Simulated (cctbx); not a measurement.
**What is wrong with this refinement?**

Cell a = 7.2360 Å, b = 7.2360 Å, c = 3.7650 Å, α = 90.00°, β = 90.00°, γ = 120.00°; space group P-62m (no. 189). The compound is Ta6Bi2P.

Simulated single-crystal data (cctbx): synchrotron X-rays, λ = 0.7749 Å, to d = 0.8 Å, 80 % of the full sphere, strongest reflection 70000 counts, noise from counting, a 4 % proportional error and a noise floor of 4 counts (s.d.); no absorption.

An isotropic refinement with weights 1/σ² prints:

```text
Rint 0.032, 155 unique reflections to 0.80 A
cycle     R1     wR2    GooF  max shift (A)
   1  0.9439  0.9963  54.019   0.85052
  10  0.0086  0.0228   1.236   0.00000
final R1 0.0086 wR2 0.0228 GooF 1.236  parameters 6  data/parameter 25.8
atom        x        y        z      Ueq    occ   su(xyz)  su(Uiso or U11)
Bi1    0.33333  0.66667  0.50000   0.0074  1.000  0.00000  0.0001
Ta1    0.00000  0.59355  0.00000   0.0089  1.000  0.00007  0.0001
Ta2    0.74585  0.74585  0.50000   0.0071  1.000  0.00007  0.0001
P1     0.00000  0.00000  0.00000   0.0184  1.000  0.00000  0.0010
difference map: max 0.80 min -0.98 rms 0.19
Q1    0.0779  0.7558  0.0000    6    0.81  1.02 A from Ta1
Q2    0.3333  0.6667  0.5000    2    0.72  0.00 A from Bi1
Q3    0.0000  0.2644  0.3923    6    0.62  0.41 A from Ta2
Q4    0.0000  0.5107  0.5000    3    0.56  1.86 A from Ta2
Q5    0.1069  0.4250  0.5000    6    0.54  1.08 A from Ta2
Q6    0.0728  0.9146  0.5000    6    0.54  1.14 A from Ta2
```

**Question.** Can this result stand? If not, what is the likely fault?

It can stand. The set-up had a fault (start far from the minimum), but the refinement still reached the right minimum: R1 = 0.0086, wR2 = 0.0228, GooF = 1.24 against R1 = 0.0086, wR2 = 0.0228, GooF = 1.24 for the right model.

The compound is Ta6Bi2P. The right model at the same level gives:

```text
Rint 0.032, 155 unique reflections to 0.80 A
cycle     R1     wR2    GooF  max shift (A)
   1  0.1075  0.2579  13.981   0.03796
   2  0.0086  0.0228   1.236   0.00000
final R1 0.0086 wR2 0.0228 GooF 1.236  parameters 6  data/parameter 25.8
atom        x        y        z      Ueq    occ   su(xyz)  su(Uiso or U11)
Bi1    0.33333  0.66667  0.50000   0.0074  1.000  0.00000  0.0001
Ta1    0.00000  0.59355  0.00000   0.0089  1.000  0.00007  0.0001
Ta2    0.74585  0.74585  0.50000   0.0071  1.000  0.00007  0.0001
P1     0.00000  0.00000  0.00000   0.0184  1.000  0.00000  0.0010
difference map: max 0.80 min -0.98 rms 0.19
Q1    0.0779  0.7558  0.0000    6    0.81  1.02 A from Ta1
Q2    0.3333  0.6667  0.5000    2    0.72  0.00 A from Bi1
Q3    0.0000  0.2644  0.3923    6    0.62  0.41 A from Ta2
Q4    0.0000  0.5107  0.5000    3    0.56  1.86 A from Ta2
Q5    0.1069  0.4250  0.5000    6    0.54  1.08 A from Ta2
Q6    0.0728  0.9146  0.5000    6    0.54  1.14 A from Ta2
```

Isotropic U is held between 0.0001 and 1 Å² by the program, and listed peak heights are interpolated, so they can pass the grid's maximum.

The model was made for the exercise: a known structure type with other elements put in, its volume estimated, not relaxed; displacement parameters are assumed.

[Middle refinement cycles are left out of these outputs.]

[Logs are printed without paths, hosts, clocks, repeated set-up lines and the standing remarks that a program may print on its own settings, such as how far it seeks lower states.]
